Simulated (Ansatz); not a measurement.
# NaB (Fm-3m): Grüneisen parameters

Aim: how the phonons of NaB (Fm-3m) shift with volume, and the thermal expansion that follows.

Method: DFT PBEsol, scalar-relativistic, plane waves, PAW; PAW set soft_1, in Ansatz 0.2.0.

## 1. Set-up

Symmetry: Fm-3m, No. 225, cubic system. Conventional cell: a = 5.302 Å, b = 5.302 Å, c = 5.302 Å, α = 90.00°, β = 90.00°, γ = 90.00°. Na has 6 B at 2.65 Å nearest. B has 6 Na at 2.65 Å nearest. Farther neighbours are not listed.

As a file:

```cif
data_structure
_symmetry_space_group_name_H-M 'P 1'
_symmetry_Int_Tables_number 1
_cell_length_a 3.7494
_cell_length_b 3.7494
_cell_length_c 3.7494
_cell_angle_alpha 60.000
_cell_angle_beta 60.000
_cell_angle_gamma 60.000
_cell_volume 37.27
loop_
_atom_site_label
_atom_site_type_symbol
_atom_site_fract_x
_atom_site_fract_y
_atom_site_fract_z
_atom_site_occupancy
Na1 Na 0.00000 0.00000 0.00000 1
B2 B 0.50000 0.50000 0.50000 1
```

## 2. Response at finite wavevector

The cell comes from relaxations at this level that are not shown. Stability and thermal properties need the whole zone. Linear response on a 4×4×4 q mesh gives force constants as far as a supercell of that size would.

input.yaml

```yaml
crystal:
  lattice:
    - [0.0, 2.6511930787, 2.6511930787]
    - [2.6511930787, 0.0, 2.6511930787]
    - [2.6511930787, 2.6511930787, 0.0]
  atoms:
    - { symbol: Na, position: [0.0, 0.0, 0.0] }
    - { symbol: B, position: [0.5, 0.5, 0.5] }
kpoints:
  mp_grid: { grid: [16, 16, 16] }
hamiltonian:
  xc: pbesol
  pseudopotentials: { kind: paw, azcp: { folder: soft_1 }, xc_functional: pbe }
scf:
  occupations: { method: methfessel_paxton, width: 0.2 }
output:
  eigenvalues: true
phonons:
  method: dfpt
  qmesh: [4, 4, 4]
  temperatures: { t_max: 1000, t_step: 50 }
  qpath:
    path:
      - [[0.0, 0.0, 0.0], [0.5, 0.0, 0.5], [0.625, 0.25, 0.625]]
      - [[0.375, 0.375, 0.75], [0.0, 0.0, 0.0], [0.5, 0.5, 0.5], [0.5, 0.25, 0.75], [0.5, 0.0, 0.5]]
    npoints: 10
```

Launch:

```sh
> ansatz run input.yaml --threads 4 --pin off --max-ram 10240MiB --backend cpu --events-out ev --progress --plain --runs-dir out
```

Numbers of over 12 decimals in the logs are rounded to 6 here.

Log:

```text
Engine: ansatz 0.2.0, aarch64-unknown-linux-gnu
Pseudopotentials: kind: paw
Pseudopotential: Na, paw, valence charge 9, recommended cutoff 420 eV (normal), soft_1/Na.paw.azcp
Pseudopotential: B, paw, valence charge 3, recommended cutoff 420 eV (normal), soft_1/B.paw.azcp
Functional definition: PBEsol
  exchange = pbesol_x
  correlation = pbesol_c
Crystal: 2 atoms, lattice volume = 37.270 Å³
Basis set: ecut = 420 eV, 725 PW (Γ), exchange–correlation on 54×54×54 points (8 copies of the dense FFT grid, shifted against one another)
Bands: 10, of which v1, the nominal top of the filled ones, is band 6 counted from 1 (5 counted from 0)
Symmetry: 48 space group operations
k-points: 145 of 4096
Non-local potential: Na, projectors of the file, l = 0: 3, l = 1: 2, l = 2: 1
Non-local potential: B, projectors of the file, l = 0: 2, l = 1: 2, l = 2: 1
PAW form: soft (Blöchl's): semilocal exchange-correlation on the pseudo side does not see the compensation charge
PAW frozen core: Na, regenerated for the run's functional, and the local potential with it (the file was generated under x = pbe(κ = 0.804, μ = 0.219515), c = pbe(β = 0.066725))
PAW frozen core: B, regenerated for the run's functional, and the local potential with it (the file was generated under x = pbe(κ = 0.804, μ = 0.219515), c = pbe(β = 0.066725))
PAW one-centre angular grid: Na, 110 points (default); XC on 64 Gauss nodes
PAW one-centre angular grid: B, 110 points (default); XC on 64 Gauss nodes
Initial density: superposition of atomic densities (chi_scale 0.1, normalization cell, long waves kept (reshape's long-wave potential 0.00 eV rms))
Initial wavefunctions: pseudopotential atomic-orbital guess
Functional: x = pbesol(κ = 0.804, μ = 0.123457), c = pbesol(β = 0.046)
SCF iter   1: F=—  HF=-1624.707550 eV  |F-HF|=—  |Δ(HF+E_count)|=         —  Δρ=1.72e-2  dr2=8.18e-2  ethr=3.10e-3  ⟨swp⟩=5.3  Hψ=7992  notcnv=0
preconditioner: auto → none  [metal: Δε(μ)=0.064 eV  Ē_g=7.985 eV  σ=0.200 eV  W_gap=0.26  n_scr=8 (ndim 8)  ℏωp=12.2 eV  f_vac=0.000  D(μ)=1.13/eV (n_scr^D=8)  sad-step TF]
SCF iter   2: F=—  HF=-1624.684135 eV  |F-HF|=—  |Δ(HF+E_count)|=   2.34e-2  S|Δr|=    0.00e0  Δρ=7.23e-3  dr2=2.02e-2  ethr=6.82e-4  ⟨swp⟩=2.0  Hψ=3050  notcnv=0
SCF iter   3: F=—  HF=-1624.677397 eV  |F-HF|=—  |Δ(HF+E_count)|=   6.74e-3  S|Δr|=    0.00e0  Δρ=1.19e-3  dr2=4.24e-4  ethr=1.68e-4  ⟨swp⟩=2.9  Hψ=2267  notcnv=0
SCF iter   4: F=—  HF=-1624.677394 eV  |F-HF|=—  |Δ(HF+E_count)|=   3.89e-6  S|Δr|=    0.00e0  Δρ=3.49e-4  dr2=1.66e-5  ethr=3.54e-6  ⟨swp⟩=2.0  Hψ=1789  notcnv=0
SCF iter   5: F=—  HF=-1624.677406 eV  |F-HF|=—  |Δ(HF+E_count)|=   1.28e-5  S|Δr|=    0.00e0  Δρ=2.50e-5  dr2=1.55e-7  ethr=1.38e-7  ⟨swp⟩=2.0  Hψ=2303  notcnv=0
SCF iter   6: F=—  HF=-1624.677407 eV  |F-HF|=—  |Δ(HF+E_count)|=   1.02e-7  S|Δr|=    0.00e0  Δρ=2.34e-6  dr2=3.24e-9  ethr=1.29e-9  ⟨swp⟩=2.8  Hψ=2143  notcnv=0  defer=2
SCF iter   7: F=—  HF=-1624.677407 eV  |F-HF|=—  |Δ(HF+E_count)|=  9.40e-10  S|Δr|=    0.00e0  Δρ=1.88e-7  dr2=1.97e-11  ethr=2.70e-11  ⟨swp⟩=1.9  Hψ=1696  notcnv=0  defer=2
SCF iter   8: F=-1624.677407 eV  HF=-1624.677407 eV  |F-HF|=6.82e-13  |Δ(HF+E_count)|=  2.05e-12  S|Δr|=    0.00e0  Δρ=1.82e-8  dr2=6.71e-14  ethr=1.00e-12  ⟨swp⟩=6.8  Hψ=6718  notcnv=0
SCF 1 converged in 8 iterations: F = -1624.677407 eV  dr2 = 6.71e-14
  greatest PAW one-centre occupation: 0.999 electrons in one spin orbital (limit 2), on the Na atom at site 0 (counted from 0), in its partial waves of l = 0
Initial density: read from a saved state, or passed on in memory by an earlier SCF of this step, an earlier step, the calling program or the single point that the run made first
iter 1 solved again at ethr=2.38e-7 eV; its pass at ethr=3.10e-3 eV (dr2=2.86e-5 eV) is discarded
SCF iter   1: F=—  HF=-1624.677406 eV  |F-HF|=—  |Δ(HF+E_count)|=         —  Δρ=1.70e-6  dr2=4.97e-10  ethr=2.38e-7  ⟨swp⟩=3.1  Hψ=12383  notcnv=0
eigensolver tolerance schedule: the retry pair's looser diagonalisation over-reported the residual by 57544.78 of it (diagonalisation noise at an unbounded share of the residual, at the tolerance the schedule requests for it); recorded, not acted on — ethr = c·dr2/N_el stays at c = 1.0e-1
preconditioner: auto → none  [metal: Δε(μ)=0.009 eV  Ē_g=8.018 eV  σ=0.200 eV  W_gap=0.04  n_scr=8 (ndim 8)  ℏωp=12.2 eV  f_vac=0.000  D(μ)=1.14/eV (n_scr^D=8)]
SCF iter   2: F=—  HF=-1624.677407 eV  |F-HF|=—  |Δ(HF+E_count)|=   1.96e-7  S|Δr|=    0.00e0  Δρ=1.48e-6  dr2=3.97e-10  ethr=4.14e-12  ⟨swp⟩=3.2  Hψ=3195  notcnv=0
SCF iter   3: F=—  HF=-1624.677407 eV  |F-HF|=—  |Δ(HF+E_count)|=  1.80e-10  S|Δr|=    0.00e0  Δρ=7.72e-7  dr2=1.05e-10  ethr=3.31e-12  ⟨swp⟩=2.0  Hψ=2271  notcnv=0
SCF iter   4: F=—  HF=-1624.677407 eV  |F-HF|=—  |Δ(HF+E_count)|=  5.05e-11  S|Δr|=    0.00e0  Δρ=3.62e-7  dr2=2.25e-11  ethr=1.00e-12  ⟨swp⟩=2.5  Hψ=2319  notcnv=0
SCF iter   5: F=—  HF=-1624.677407 eV  |F-HF|=—  |Δ(HF+E_count)|=  4.55e-12  S|Δr|=    0.00e0  Δρ=2.99e-7  dr2=1.56e-11  ethr=1.00e-12  ⟨swp⟩=3.0  Hψ=4346  notcnv=0
SCF iter   6: F=-1624.677407 eV  HF=-1624.677407 eV  |F-HF|=7.05e-12  |Δ(HF+E_count)|=  5.23e-12  S|Δr|=    0.00e0  Δρ=1.98e-7  dr2=6.41e-12  ethr=1.00e-12  ⟨swp⟩=1.0  Hψ=3480  notcnv=0
SCF 2 converged in 6 iterations: F = -1624.677407 eV  dr2 = 6.41e-12
phonons: the bands overlap, so this run is a metal and interpolates without the dipole-dipole term. If the crystal is really an insulator or semiconductor, its LO-TO splitting is missing
NSCF: frozen V_eff on 145 k-points
WARN: eigensolver did not converge in 2 slots of this pass, the one above among them; of largest residual over every band (k=9): 1 band(s) unlocked (lowest unlocked band 9, counted from 0; max residual 4.66e-6 eV among the unlocked bands, 4.66e-6 eV over every band); of lowest unlocked band (k=9): band 9
NSCF: frozen V_eff on 349 k-points
DFPT response loops at q = (0, 0, 0) (fractional): preconditioner auto → Kerker (q_TF=auto, 2.259 Å⁻¹) (partly filled bands, converged f_vac=0.000); β = 1.00, the filter's whole step (`scf.mixing.beta` (0.50) is not read by the response loops under this deck's `scf.mixing.preconditioner`; to damp them name `kerker` or `kerker_dos`, under which they read `scf.mixing.beta`, and type it under 1.00, their step now; both keys bind the ground state too); Broyden in place of MSR1
NSCF: frozen V_eff on 4352 k-points
DFPT response loops at q = (0, 0, 0.25) (fractional): mixed as the last ones told, above
NSCF: frozen V_eff on 2196 k-points
DFPT response loops at q = (0, 0, -0.5) (fractional): mixed as the last ones told, above
NSCF: frozen V_eff on 2320 k-points
DFPT response loops at q = (0, 0.25, 0.25) (fractional): mixed as the last ones told, above
NSCF: frozen V_eff on 8192 k-points
DFPT response loops at q = (0, 0.25, -0.5) (fractional): mixed as the last ones told, above
NSCF: frozen V_eff on 4352 k-points
DFPT response loops at q = (0, 0.25, -0.25) (fractional): mixed as the last ones told, above
NSCF: frozen V_eff on 1242 k-points
DFPT response loops at q = (0, -0.5, -0.5) (fractional): mixed as the last ones told, above
NSCF: frozen V_eff on 2320 k-points
DFPT response loops at q = (0.25, -0.5, -0.25) (fractional): mixed as the last ones told, above
SCF converged after 8 iterations
Stability not checked: this state was not tested for a lower state beside it, because cold or Methfessel-Paxton smearing, or corrected tetrahedra, fill the levels in a way that the test cannot read (fill_not_monotonic; see scf.lower_state_search)
Free energy (F): -1624.677407 eV
Harris-Foulkes:  -1624.677407 eV  (|F-HF|=6.82e-13)
Internal energy: -1624.676225 eV  (E = F + TS)
E sigma→0 (E₀):  -1624.677111 eV
Entropy (-TS):   -0.001182 eV (-0.591 meV/atom)
Fermi energy:    2.816736 eV
--- Per-component energies (eV) ---
  E_band       = -217.568183
  E_kinetic    = 148.880713
  E_local      = -1526.456776  (includes V_loc(G=0)·N_el)
  E_nonlocal   = 291.696885
  E_hartree    = 523.765948
  E_xc         = -64.149663
  E_vxc        = -79.273811  (∫ρ·V_xc dr)
  E_paw        = -358.281323  (= ΣΔE_a)
  E_vpaw       = -99.947112  (= ΣTr[D̂ρ^β])
  E_aug_tail   = 0.000016  (compensation charges beyond the density's cutoff)
  E_ewald      = -640.201429
  E_core_change = 0.069405  (= ΣΔE_core)
  E_smearing   = -0.001182  (= −TS)
  E_closure    = 0.000000  (closes the sum)
  Σ components = -1624.677407   (vs F -1624.677407, Δ=0.00e0)
--- Band table (eV; the first three rows and the last of 145) ---
  k-point 0: bands = ["-47.9449", "-20.0322", "-20.0322", "-20.0322", "-4.4476", "5.3080", "5.3080", "5.3080", "10.6094", "13.0965"]
  k-point 1: bands = ["-47.9449", "-20.0341", "-20.0324", "-20.0324", "-4.3980", "5.1158", "5.2784", "5.2784", "10.7225", "12.7582"]
  k-point 2: bands = ["-47.9446", "-20.0395", "-20.0329", "-20.0329", "-4.2510", "4.6006", "5.1967", "5.1967", "10.9345", "12.3001"]
  k-point 144: bands = ["-47.9420", "-20.0623", "-20.0623", "-20.0496", "-1.7720", "2.2332", "2.2332", "3.3064", "11.6109", "12.0808"]
--- Phonons (Γ-DFPT): 2 representative perturbations + reference (Σ response iterations 6) ---
  ASR residual: 2.959e-5 → 0.000e0 eV/Å²; symmetrization residual: 5.689e-8 eV/Å²
  ASR residual per site (eV/Å²): 2.96e-5 2.07e-6
  Γ frequencies (cm⁻¹): 0.00 0.00 0.00 306.48 306.48 306.48
--- Phonons (arbitrary-q DFPT): 8 irreducible q on the 4×4×4 mesh ---
  q = [0.0000, 0.0000, 0.0000] (star 1, of the zone-centre solve; hermiticity 4.48e-8, symmetrization 2.95e-13): -0.00 0.00 0.00 306.48 306.48 306.48
  q = [0.0000, 0.0000, 0.2500] (star 8, 2 solved perturbations on 2176 of 4096 k-point pairs; hermiticity 2.17e-7, symmetrization 1.24e-12): 65.87 109.70 109.70 265.24 283.51 283.51
  q = [0.0000, 0.0000, -0.5000] (star 4, 2 solved perturbations on 1098 of 4096 k-point pairs; hermiticity 8.09e-14, symmetrization 8.83e-13): -39.16 182.26 182.26 198.92 236.86 236.86
  q = [0.0000, 0.2500, 0.2500] (star 6, 4 solved perturbations in 3616 linear systems a pass and spin channel, the states on 1160 of 4096 k-point pairs; hermiticity 2.15e-7, symmetrization 6.07e-13): -77.80 -77.80 183.10 216.15 302.64 302.64
  q = [0.0000, 0.2500, -0.5000] (star 24, 4 solved perturbations in 12544 linear systems a pass and spin channel, the states on 4096 of 4096 k-point pairs; hermiticity 2.67e-7, symmetrization 8.33e-13): -147.72 53.86 55.71 252.06 278.90 280.97
  q = [0.0000, 0.2500, -0.2500] (star 12, 4 solved perturbations in 6672 linear systems a pass and spin channel, the states on 2176 of 4096 k-point pairs; hermiticity 3.25e-7, symmetrization 6.81e-13): -113.75 145.40 181.05 193.69 240.80 300.34
  q = [0.0000, -0.5000, -0.5000] (star 3, 4 solved perturbations in 1940 linear systems a pass and spin channel, the states on 621 of 4096 k-point pairs; hermiticity 1.38e-7, symmetrization 7.81e-13): -209.70 -133.54 -133.54 282.57 304.16 304.16
  q = [0.2500, -0.5000, -0.2500] (star 6, 4 solved perturbations in 3498 linear systems a pass and spin channel, the states on 1160 of 4096 k-point pairs; hermiticity 1.04e-7, symmetrization 1.32e-12): -174.58 -174.58 187.02 207.90 288.37 288.37
  sum rule: each row above includes the acoustic sum rule's correction from the zone centre's row sums; it moved no ω² by more than (0.59 cm⁻¹)²
  mesh force constants: q→R imaginary residual 8.40e-18; ASR residual 2.959e-5 → 0.000e0 eV/Å²; symmetrization residual 2.887e-15 eV/Å²
  interpolated dispersion: 62 rows × 6 modes
  density of states and harmonic sums: on the 20×20×20 q-mesh, interpolated from the force constants of a 4×4×4 supercell (no non-analytic term)
  largest difference from the sums on the solved wave vectors: F 8.02e-2 eV, S 1.09e-4 and C_V 2.97e-5 eV/K
  zero-point energy: 0.060855 eV/cell   skipped modes (ω ≤ 0): 389, of them read as no rigid motion or as one in doubt: 386 (1.523e0 modes/cell left out, lowest -209.70 cm⁻¹)   left out of the sums: 2.54e-1 of the cell's modes: C_V's classical limit lies that fraction below 3 k_B per atom; for a crystal, a wire or a layer, F and S can be off by more, and a phonons.interpolated_qmesh denser along its periods is the remedy for the sampling
```

Run time: 3.8 min. Hardware: 4 threads of Arm Neoverse V2, shared host; peak memory 3.2 GiB.

This step gave:

```yaml
volume_per_atom: 18.63 Å³
gap_on_the_k_mesh: 0 eV
sum_rule_residual_before_enforcement: 2.96e-5 eV/Å²
lowest_frequency_on_the_path: -209.7 cm⁻¹
point_group: m-3m
highest_frequency_on_the_path_or_at_a_solved_wavevector: 306.5 cm⁻¹
highest_optical_mode_at_the_zone_centre_no_lo_to_term: 306.5 cm⁻¹
lowest_optical_zone_centre_mode: 306.5 cm⁻¹
lowest_mode_on_the_q_mesh_acoustic_modes_at_gamma_apart: -209.7 cm⁻¹
```

Frequencies (cm⁻¹) solved at each irreducible wavevector; negative means imaginary. Frequencies by wavevector, by row:

```
q in reciprocal lattice units  star  mode 1  mode 2  mode 3  mode 4  mode 5  mode 6
                        0 0 0     1       0       0       0   306.5   306.5   306.5
                     0 0 0.25     8    65.9   109.7   109.7   265.2   283.5   283.5
                     0 0 -0.5     4   -39.2   182.3   182.3   198.9   236.9   236.9
                  0 0.25 0.25     6   -77.8   -77.8   183.1   216.2   302.6   302.6
                  0 0.25 -0.5    24  -147.7    53.9    55.7   252.1   278.9     281
                 0 0.25 -0.25    12  -113.8   145.4   181.1   193.7   240.8   300.3
                  0 -0.5 -0.5     3  -209.7  -133.5  -133.5   282.6   304.2   304.2
              0.25 -0.5 -0.25     6  -174.6  -174.6     187   207.9   288.4   288.4
```

Symmetry leaves 8 wavevectors to solve. The lowest mode among them, the acoustic zeros apart, lies at q = (0, -0.5, -0.5) and is imaginary, 209.7i cm⁻¹, so the energy falls along it.

## 3. Relaxing at another volume, volume ratio 0.97

The volume is scaled by 0.97 and held; symmetry leaves nothing to relax, so this is a single point. The modes can then be followed against volume.

input.yaml, the sections that differ from step 2:

```yaml
crystal:
  lattice:
    - [0.0, 2.6244115196, 2.6244115196]
    - [2.6244115196, 0.0, 2.6244115196]
    - [2.6244115196, 2.6244115196, 0.0]
  atoms:
    - { symbol: Na, position: [0.0, 0.0, 0.0] }
    - { symbol: B, position: [0.5, 0.5, 0.5] }
output:
  forces: true
  stress: true
  eigenvalues: true
# kpoints, hamiltonian, scf: as in step 2
# phonons: removed
```

Log:

```text
[...]
Crystal: 2 atoms, lattice volume = 36.151 Å³
Basis set: ecut = 420 eV, 725 PW (Γ), exchange–correlation on 50×50×50 points (8 copies of the dense FFT grid, shifted against one another)
Bands: 10, of which v1, the nominal top of the filled ones, is band 6 counted from 1 (5 counted from 0)
Symmetry: 48 space group operations
[...]
k-points: 145 of 4096
[...]
Internal energy: -1624.672974 eV  (E = F + TS)
E sigma→0 (E₀):  -1624.673894 eV
Entropy (-TS):   -0.001227 eV (-0.613 meV/atom)
Fermi energy:    3.011933 eV
[...]
--- Stress (GPa, compression-positive) ---
        0.935008      -0.000000       0.000000
        0.000000       0.935008       0.000000
        0.000000      -0.000000       0.935008
  P = ⅓ Tr σ = 0.9350 GPa (9.350 kbar)
--- Band table (eV; the first three rows and the last of 145) ---
[...]
[key lines of the parts left out:]
SCF converged after 6 iterations
Free energy (F): -1624.674201 eV
```

Elapsed: 0.8 s, on 4 threads; peak memory 0.33 GiB; 2.5 s of CPU time.

This step gave:

```yaml
pressure: 0.9350 GPa
volume_per_atom: 18.08 Å³
```

The run ends at a pressure of 0.94 GPa.

## 4. Phonons at the other volume, volume ratio 0.97

The phonons are repeated at this volume on the same k and q meshes.

input.yaml, as its differences from that of step 3:

```diff
@@ -16,4 +16,11 @@
 output:
-  forces: true
-  stress: true
   eigenvalues: true
+phonons:
+  method: dfpt
+  qmesh: [4, 4, 4]
+  temperatures: { t_max: 1000, t_step: 50 }
+  qpath:
+    path:
+      - [[0.0, 0.0, 0.0], [0.5, 0.0, 0.5], [0.625, 0.25, 0.625]]
+      - [[0.375, 0.375, 0.75], [0.0, 0.0, 0.0], [0.5, 0.5, 0.5], [0.5, 0.25, 0.75], [0.5, 0.0, 0.5]]
+    npoints: 10
```

Log:

```text
[...]
Crystal: 2 atoms, lattice volume = 36.151 Å³
Basis set: ecut = 420 eV, 725 PW (Γ), exchange–correlation on 50×50×50 points (8 copies of the dense FFT grid, shifted against one another)
Bands: 10, of which v1, the nominal top of the filled ones, is band 6 counted from 1 (5 counted from 0)
Symmetry: 48 space group operations
k-points: 145 of 4096
[...]
SCF iter   1: F=—  HF=-1624.701391 eV  |F-HF|=—  |Δ(HF+E_count)|=         —  Δρ=1.71e-2  dr2=7.55e-2  ethr=3.10e-3  ⟨swp⟩=5.3  Hψ=8011  notcnv=0
[...]
SCF iter   8: F=-1624.674201 eV  HF=-1624.674201 eV  |F-HF|=0.00e0  |Δ(HF+E_count)|=  4.55e-13  S|Δr|=    0.00e0  Δρ=6.82e-9  dr2=1.74e-14  ethr=1.00e-12  ⟨swp⟩=6.6  Hψ=6243  notcnv=0
SCF 1 converged in 8 iterations: F = -1624.674201 eV  dr2 = 1.74e-14
[...]
SCF iter   6: F=-1624.674201 eV  HF=-1624.674201 eV  |F-HF|=7.96e-12  |Δ(HF+E_count)|=  1.14e-12  S|Δr|=    0.00e0  Δρ=2.13e-7  dr2=7.65e-12  ethr=1.00e-12  ⟨swp⟩=2.0  Hψ=2619  notcnv=0
SCF 2 converged in 6 iterations: F = -1624.674201 eV  dr2 = 7.65e-12
[...]
NSCF: frozen V_eff on 145 k-points
[...]
SCF converged after 8 iterations
[...]
Free energy (F): -1624.674201 eV
[...]
Internal energy: -1624.672974 eV  (E = F + TS)
E sigma→0 (E₀):  -1624.673894 eV
Entropy (-TS):   -0.001227 eV (-0.613 meV/atom)
Fermi energy:    3.011974 eV
[...]
--- Band table (eV; the first three rows and the last of 145) ---
[...]
ASR residual: 2.977e-6 → 0.000e0 eV/Å²; symmetrization residual: 7.352e-8 eV/Å²
  ASR residual per site (eV/Å²): 1.61e-6 2.98e-6
  Γ frequencies (cm⁻¹): 0.00 0.00 0.00 319.30 319.30 319.30
--- Phonons (arbitrary-q DFPT): 8 irreducible q on the 4×4×4 mesh ---
[...]
interpolated dispersion: 62 rows × 6 modes
[...]
```

Run time: 3.6 min. Hardware: 4 threads; peak memory 3.1 GiB; 14 min of CPU time.

Numbers from this step:

```yaml
sum_rule_residual_before_enforcement: 2.98e-6 eV/Å²
lowest_frequency_on_the_path: -219.1 cm⁻¹
highest_frequency_on_the_path_or_at_a_solved_wavevector: 319.3 cm⁻¹
highest_optical_mode_at_the_zone_centre_no_lo_to_term: 319.3 cm⁻¹
lowest_optical_zone_centre_mode: 319.3 cm⁻¹
lowest_mode_on_the_q_mesh_acoustic_modes_at_gamma_apart: -219.2 cm⁻¹
```

Frequencies (cm⁻¹) solved at each irreducible wavevector; negative means imaginary. Frequencies by wavevector, by row:

```csv
q in reciprocal lattice units,star,mode 1,mode 2,mode 3,mode 4,mode 5,mode 6
0 0 0,1,0,0,0,319.3,319.3,319.3
0 0 0.25,8,70.8,114.5,114.5,276.9,295.3,295.3
0 0 -0.5,4,14.7,190.1,190.1,207.8,246.2,246.2
0 0.25 0.25,6,-82.3,-82.3,189.5,227.1,315.9,315.9
0 0.25 -0.5,24,-153.6,52.6,54.7,264.8,292.2,293.4
0 0.25 -0.25,12,-120.2,154.3,188.4,202.4,250.8,314.2
0 -0.5 -0.5,3,-219.2,-141.3,-141.3,297.7,317.6,317.6
0.25 -0.5 -0.25,6,-182.8,-182.8,195.2,217.1,302.9,302.9
```

The highest optical mode at the zone centre (no LO-TO term) is 319.3 cm⁻¹, +12.8 cm⁻¹ against the base run.

(Continued in part 2 of 2.)

[Logs are printed without paths, hosts, clocks, repeated set-up lines and the standing remarks that a program may print on its own settings, such as how far it seeks lower states.]

[Hosts, paths, dates, database ids (printed as entryN), source tags and the programs' standing remarks are cut or masked in the printed files.]
